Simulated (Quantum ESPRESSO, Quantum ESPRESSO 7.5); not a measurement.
**Si(111), F on both faces, 5 bilayers against a metal electrode: a series in the charge of the slab**

What law, if any, do the results for Si(111), F on both faces, 5 bilayers against a metal electrode follow against the charge of the slab?

Calculated with Quantum ESPRESSO 7.5; plane-wave DFT, PBE, GBRV ultrasoft pseudopotentials.

**1. Starting point**

The structure is cubic, space group Fd-3m (No. 227). The conventional cell has a = 5.470 Å, b = 5.470 Å, c = 5.470 Å, α = 90.00°, β = 90.00°, γ = 90.00°. Nearest to Si lie 4 Si at 2.37 Å.

Set-up: The slab is relaxed neutral, then held. ESM with bc3: vacuum below and a metal electrode about 6 Å above the top atoms. Fermi-Dirac smearing of 0.004 Ry and a dense mesh. Charges are set per cell from the starting area. The slabs take the lattice constants of the bulk relaxed by the same program.

Members 2, 3, 4.5, 6, 7 and 8 took the same steps and show in the table alone.

**2. Relaxing cell and ions of the reference**

The bulk crystal is relaxed in cell and atoms; the members are built on its lattice constants.

The input, ref.vc.in:

```
&control
  prefix = 'ref.vc'
  outdir = './out'
  pseudo_dir = './pseudo'
  nstep = 40
  forc_conv_thr = 0.0003
  calculation = 'vc-relax'
/
&system
  ibrav = 0
  nat = 6
  ntyp = 1
  ecutwfc = 50
  ecutrho = 250
  occupations = 'smearing'
  smearing = 'fd'
  degauss = 0.002
/
&electrons
  conv_thr = 1e-09
  mixing_beta = 0.4
  electron_maxstep = 120
/
&ions
/
&cell
  press_conv_thr = 0.3
/
ATOMIC_SPECIES
  Si  28.0850  si_pbe_v1.uspp.F.UPF
CELL_PARAMETERS angstrom
  3.86787409309041 0.00000000000000 0.00000000000000
  -1.93393704654521 3.34967722325600 0.00000000000000
  0.00000000000000 0.00000000000000 9.47431791740176
ATOMIC_POSITIONS crystal
  Si  0.000000000000 0.000000000000 0.000000000000
  Si  0.333333333333 0.666666666667 0.083333333333
  Si  0.333333333333 0.666666666667 0.333333333333
  Si  0.666666666667 0.333333333333 0.416666666667
  Si  0.666666666667 0.333333333333 0.666666666667
  Si  0.000000000000 0.000000000000 0.750000000000
K_POINTS automatic
  7 7 3 0 0 0
```

Run with:

```
$ OMP_NUM_THREADS=1 mpirun -n 8 pw.x -nk 8 -in ref.vc.in > ref.vc.out
```

The program printed:

```text
Program PWSCF v.7.5 starts
[citation notice left out]

     Parallel version (MPI & OpenMP), running on       8 processor cores
     Number of MPI processes:                 8
     Threads/MPI process:                     1

     MPI processes distributed on     1 nodes
[...]
Current dimensions of program PWSCF are:
     Max number of different atomic species (ntypx) = 10
     Max number of k-points (npk) =  40000
     Max angular momentum in pseudopotentials (lmaxx) =  4
     Found identity + (  0.3333 -0.3333  0.3333) symmetry
     This is a supercell, fractional translations are disabled
     Message from routine setup:
     using ibrav=0 with symmetry is DISCOURAGED, use correct ibrav instead

     K-points division:     npool     =       8
     Subspace diagonalization in iterative solution of the eigenvalue problem:
     a serial algorithm will be used

     G-vector sticks info
     --------------------
     sticks:   dense  smooth     PW     G-vecs:    dense   smooth      PW
     Sum         925     745    211                55459    39597    6145

     Using Slab Decomposition

     bravais-lattice index     =            0
     lattice parameter (alat)  =       7.3092  a.u.
     unit-cell volume          =     828.3614 (a.u.)^3
     number of atoms/cell      =            6
     number of atomic types    =            1
     number of electrons       =        24.00
     number of Kohn-Sham states=           16
     kinetic-energy cutoff     =      50.0000  Ry
     charge density cutoff     =     250.0000  Ry
     scf convergence threshold =      1.0E-09
     mixing beta               =       0.4000
     number of iterations used =            8  plain     mixing
     energy convergence thresh.=      1.0E-04
     force convergence thresh. =      3.0E-04
     press convergence thresh. =      3.0E-01
     Exchange-correlation= SLA  PW   PBE  PBE
                           (   1   4   3   4   0   0   0)
     nstep                     =           40

     celldm(1)=   7.309223  celldm(2)=   0.000000  celldm(3)=   0.000000
     celldm(4)=   0.000000  celldm(5)=   0.000000  celldm(6)=   0.000000

     crystal axes: (cart. coord. in units of alat)
               a(1) = (   1.000000   0.000000   0.000000 )
               a(2) = (  -0.500000   0.866025   0.000000 )
               a(3) = (   0.000000   0.000000   2.449490 )

     reciprocal axes: (cart. coord. in units 2 pi/alat)
               b(1) = (  1.000000  0.577350 -0.000000 )
               b(2) = (  0.000000  1.154701  0.000000 )
               b(3) = (  0.000000 -0.000000  0.408248 )

     PseudoPot. # 1 for Si read from file:
     ./pseudo/si_pbe_v1.uspp.F.UPF
     Pseudo is Ultrasoft + core correction, Zval =  4.0
     Generated by new atomic code, or converted to UPF format
     Using radial grid of  899 points,  6 beta functions with:
                l(1) =   0
                l(2) =   0
                l(3) =   1
                l(4) =   1
                l(5) =   2
                l(6) =   2
     Q(r) pseudized with  8 coefficients,  rinner =    0.900   0.900   0.900
                                                       0.900   0.900

     atomic species   valence    mass     pseudopotential
     Si                4.00    28.08500     Si( 1.00)

      6 Sym. Ops. (no inversion) found

   Cartesian axes

     site n.     atom                  positions (alat units)
         1        Si     tau(   1) = (   0.0000000   0.0000000   0.0000000  )
         2        Si     tau(   2) = (  -0.0000000   0.5773503   0.2041241  )
         3        Si     tau(   3) = (  -0.0000000   0.5773503   0.8164966  )
         4        Si     tau(   4) = (   0.5000000   0.2886751   1.0206207  )
         5        Si     tau(   5) = (   0.5000000   0.2886751   1.6329932  )
         6        Si     tau(   6) = (   0.0000000   0.0000000   1.8371173  )

     number of k points=    20  Fermi-Dirac smearing, width (Ry)=  0.0020
                       cart. coord. in units 2pi/alat
        k(    1) = (   0.0000000   0.0000000   0.0000000), wk =   0.0136054
        k(    2) = (   0.0000000   0.0000000   0.1360828), wk =   0.0272109
        k(    3) = (   0.0000000   0.1649572   0.0000000), wk =   0.0816327
        k(    4) = (   0.0000000   0.1649572   0.1360828), wk =   0.0816327
        k(    5) = (   0.0000000   0.3299144   0.0000000), wk =   0.0816327
        k(    6) = (   0.0000000   0.3299144   0.1360828), wk =   0.0816327
        k(    7) = (   0.0000000   0.4948717   0.0000000), wk =   0.0816327
        k(    8) = (   0.0000000   0.4948717   0.1360828), wk =   0.0816327
        k(    9) = (   0.1428571   0.2474358   0.0000000), wk =   0.0816327
        k(   10) = (   0.1428571   0.2474358   0.1360828), wk =   0.1632653
[...]
k(   20) = (  -0.1428571  -0.4123930   0.1360828), wk =   0.1632653

     Dense  grid:    55459 G-vectors     FFT dimensions: (  40,  40,  96)

     Smooth grid:    39597 G-vectors     FFT dimensions: (  36,  36,  81)

     Estimated max dynamical RAM per process >      70.82 MB

     Estimated total dynamical RAM >     471.77 MB

     Initial potential from superposition of free atoms

     starting charge      23.9960, renormalised to      24.0000
     Starting wfcs are   24 randomized atomic wfcs

     total cpu time spent up to now is        0.8 secs

     per-process dynamical memory:    47.7 Mb

     Self-consistent Calculation

     iteration #  1     ecut=    50.00 Ry     beta= 0.40
     Davidson diagonalization with overlap
     ethr =  1.00E-02,  avg # of iterations =  3.0

     Threshold (ethr) on eigenvalues was too large:
     Diagonalizing with lowered threshold

     Davidson diagonalization with overlap
     ethr =  6.29E-04,  avg # of iterations =  1.4

     total cpu time spent up to now is        1.9 secs

     total energy              =     -57.58376965 Ry
     estimated scf accuracy    <       0.16124811 Ry

     iteration #  2     ecut=    50.00 Ry     beta= 0.40
[...]
total energy              =     -57.57652269 Ry
     estimated scf accuracy    <       0.04737522 Ry

     iteration #  3     ecut=    50.00 Ry     beta= 0.40
[...]
total energy              =     -57.57907048 Ry
     estimated scf accuracy    <       0.00067851 Ry

     iteration #  4     ecut=    50.00 Ry     beta= 0.40
[...]
total energy              =     -57.57943124 Ry
     estimated scf accuracy    <       0.00002030 Ry

[...]
NEW-OLD atomic charge density approx. for the potential
     New effective cutoffs (rho, wfc):  250.02   50.05

     total cpu time spent up to now is       11.8 secs

     per-process dynamical memory:    79.4 Mb

     Self-consistent Calculation

     iteration #  1     ecut=    50.00 Ry     beta= 0.40
     Davidson diagonalization with overlap
     ethr =  1.00E-06,  avg # of iterations =  1.9

     Threshold (ethr) on eigenvalues was too large:
     Diagonalizing with lowered threshold

     Davidson diagonalization with overlap
     ethr =  2.74E-10,  avg # of iterations =  3.8

     total cpu time spent up to now is       13.0 secs

     total energy              =     -57.57945401 Ry
     estimated scf accuracy    <       0.00000007 Ry

[...]
iteration #  7     ecut=    50.00 Ry     beta= 0.40
[...]
End of self-consistent calculation

[...]
the Fermi energy is     6.3326 ev

!    total energy              =     -57.57945401 Ry
     estimated scf accuracy    <          4.4E-12 Ry
     smearing contrib. (-TS)   =      -0.00000001 Ry
     internal energy E=F+TS    =     -57.57945401 Ry

     The total energy is F=E-TS. E is the sum of the following terms:
     one-electron contribution =      14.85304467 Ry
     hartree contribution      =       3.40456360 Ry
     xc contribution           =     -25.79113200 Ry
     ewald contribution        =     -50.04593028 Ry

     convergence has been achieved in   7 iterations

     Forces acting on atoms (cartesian axes, Ry/au):

     atom    1 type  1   force =    -0.00000000   -0.00000000    0.00010747
     atom    2 type  1   force =     0.00000000    0.00000000   -0.00010804
     atom    3 type  1   force =    -0.00000000   -0.00000000    0.00010803
     atom    4 type  1   force =     0.00000000   -0.00000000   -0.00010742
     atom    5 type  1   force =    -0.00000000   -0.00000000    0.00010780
     atom    6 type  1   force =     0.00000000    0.00000000   -0.00010784

     Total force =     0.000264     Total SCF correction =     0.000003

     Computing stress (Cartesian axis) and pressure

          total   stress  (Ry/bohr**3)                   (kbar)     P=       -0.11
   0.00000032   0.00000000   0.00000000            0.05        0.00        0.00
   0.00000000   0.00000032   0.00000000            0.00        0.05        0.00
   0.00000000   0.00000000  -0.00000296            0.00        0.00       -0.44

     Energy error            =      1.8E-06 Ry
     Gradient error          =      1.1E-04 Ry/Bohr
     Cell gradient error     =      4.4E-01 kbar

     number of scf cycles    =   3
     number of bfgs steps    =   2

     enthalpy           old  =     -57.5794522500 Ry
     enthalpy           new  =     -57.5794540136 Ry

     CASE: enthalpy          _new < enthalpy          _old

     new trust radius        =       0.0012345213 bohr
     new conv_thr            =            1.0E-11 Ry

     new unit-cell volume =    827.27981 a.u.^3 (   122.59022 Ang^3 )
     density =      2.28254 g/cm^3

CELL_PARAMETERS (angstrom)
   3.866998787  -0.000000000   0.000000000
  -1.933499394   3.348919186   0.000000000
   0.000000000   0.000000000   9.466231536

ATOMIC_POSITIONS (crystal)
Si               0.0000000000        0.0000000000        0.0000323870
Si               0.3333333333        0.6666666667        0.0833010678
Si               0.3333333333        0.6666666667        0.3333655754
Si               0.6666666667        0.3333333333        0.4166342894
Si               0.6666666667        0.3333333333        0.6666989205
Si               0.0000000000        0.0000000000        0.7499677599

[...]
NEW-OLD atomic charge density approx. for the potential
     New effective cutoffs (rho, wfc):  250.10   50.07

     total cpu time spent up to now is       17.2 secs

     per-process dynamical memory:    68.8 Mb

[...]
!    total energy              =     -57.57945441 Ry
[...]
Total force =     0.000159     Total SCF correction =     0.000001
[...]
Self-consistent Calculation

     iteration #  1     ecut=    50.00 Ry     beta= 0.40
     Davidson diagonalization with overlap
     c_bands:  1 eigenvalues not converged
     ethr =  1.00E-06,  avg # of iterations = 17.2

     total cpu time spent up to now is       24.2 secs

     total energy              =     -57.58438834 Ry
     estimated scf accuracy    <       0.16493143 Ry

[...]
iteration # 11     ecut=    50.00 Ry     beta= 0.40
[...]
End of self-consistent calculation

          k = 0.0000 0.0000 0.0000 (  4907 PWs)   bands (ev):

    -5.8369  -4.4851  -4.4851   0.7135   0.7135   4.9954   4.9954   4.9954
     4.9954   5.9811   5.9811   5.9874   7.6699   7.6699   8.5387   8.5445

          k =-0.0000-0.0000 0.1362 (  4978 PWs)   bands (ev):

    -5.6781  -5.2118  -3.7125  -0.6551   2.5965   4.6479   4.8209   4.8209
     5.3300   5.3300   5.7480   5.7480   7.4694   8.0424   8.4685   8.8818

          k = 0.0000 0.1650-0.0000 (  4938 PWs)   bands (ev):

    -5.6042  -4.2616  -4.2544   0.7582   0.7722   3.3716   3.9751   4.3260
     4.3267   5.0045   5.4629   5.6652   8.1344   8.4904   8.5816   8.8246

          k = 0.0000 0.1650 0.1362 (  4937 PWs)   bands (ev):

    -5.4474  -4.9799  -3.4852  -0.5528   2.5101   3.3241   3.6260   4.5282
     4.5394   4.5896   5.0037   5.7241   8.0158   8.2627   8.5774   8.9887

          k = 0.0000 0.3300-0.0000 (  4926 PWs)   bands (ev):

    -4.9251  -3.6545  -3.5671   0.2761   0.3504   2.0230   2.2362   2.9301
     3.6274   4.5646   4.7364   4.8255   7.2239   8.3049   8.3507   8.6986

          k = 0.0000 0.3300 0.1362 (  4934 PWs)   bands (ev):

    -4.7847  -4.2917  -2.8670  -0.5632   1.3882   1.5287   1.8029   3.7565
     3.7918   4.0544   5.0310   5.1594   6.9203   7.7426   7.8278   8.4371

[...]
the Fermi energy is     6.3348 ev

!    total energy              =     -57.57945407 Ry
     estimated scf accuracy    <          5.4E-12 Ry
     smearing contrib. (-TS)   =      -0.00000001 Ry
     internal energy E=F+TS    =     -57.57945406 Ry

     The total energy is F=E-TS. E is the sum of the following terms:
     one-electron contribution =      14.85874700 Ry
     hartree contribution      =       3.40390222 Ry
     xc contribution           =     -25.79201053 Ry
     ewald contribution        =     -50.05009276 Ry

     convergence has been achieved in  11 iterations

     Forces acting on atoms (cartesian axes, Ry/au):

     atom    1 type  1   force =    -0.00000000   -0.00000000    0.00006459
     atom    2 type  1   force =     0.00000000    0.00000000   -0.00006505
     atom    3 type  1   force =    -0.00000000   -0.00000000    0.00006481
     atom    4 type  1   force =     0.00000000    0.00000000   -0.00006465
     atom    5 type  1   force =    -0.00000000   -0.00000000    0.00006518
     atom    6 type  1   force =     0.00000000    0.00000000   -0.00006488

     Total force =     0.000159     Total SCF correction =     0.000001

     Computing stress (Cartesian axis) and pressure

          total   stress  (Ry/bohr**3)                   (kbar)     P=        0.11
   0.00000128   0.00000000  -0.00000000            0.19        0.00       -0.00
   0.00000000   0.00000128  -0.00000000            0.00        0.19       -0.00
  -0.00000000  -0.00000000  -0.00000036           -0.00       -0.00       -0.05

[...]
=------------------------------------------------------------------------------=
   JOB DONE.
=------------------------------------------------------------------------------=
```

Elapsed: 32 s, on 8 MPI ranks of Arm Neoverse V1, shared host; peak memory 0.81 GiB.

Little changed from the start: no atom moved by 0.005 Å and no cell edge by 0.1 %.

 The last row is no step: it is a fresh SCF in the final cell with a new plane-wave basis, +0 meV from the row before.

Numbers from this step:

| Item | Value |
| --- | --- |
| free energy | -783.4084 eV |
| Fermi energy | 6.335 eV |

(Part 1 of 4 ends here.)

[Logs are printed without paths, hosts, clocks, repeated set-up lines and the standing remarks that a program may print on its own settings, such as how far it seeks lower states.]

[Hosts, paths, dates, database ids (printed as entryN), source tags and the programs' standing remarks are cut or masked in the printed files.]

[Maps of the electrostatic potential energy from Ansatz leave out the sawtooth potential of an applied field or a dipole correction, so their vacuum need not be flat; planar profiles and work functions include it.]
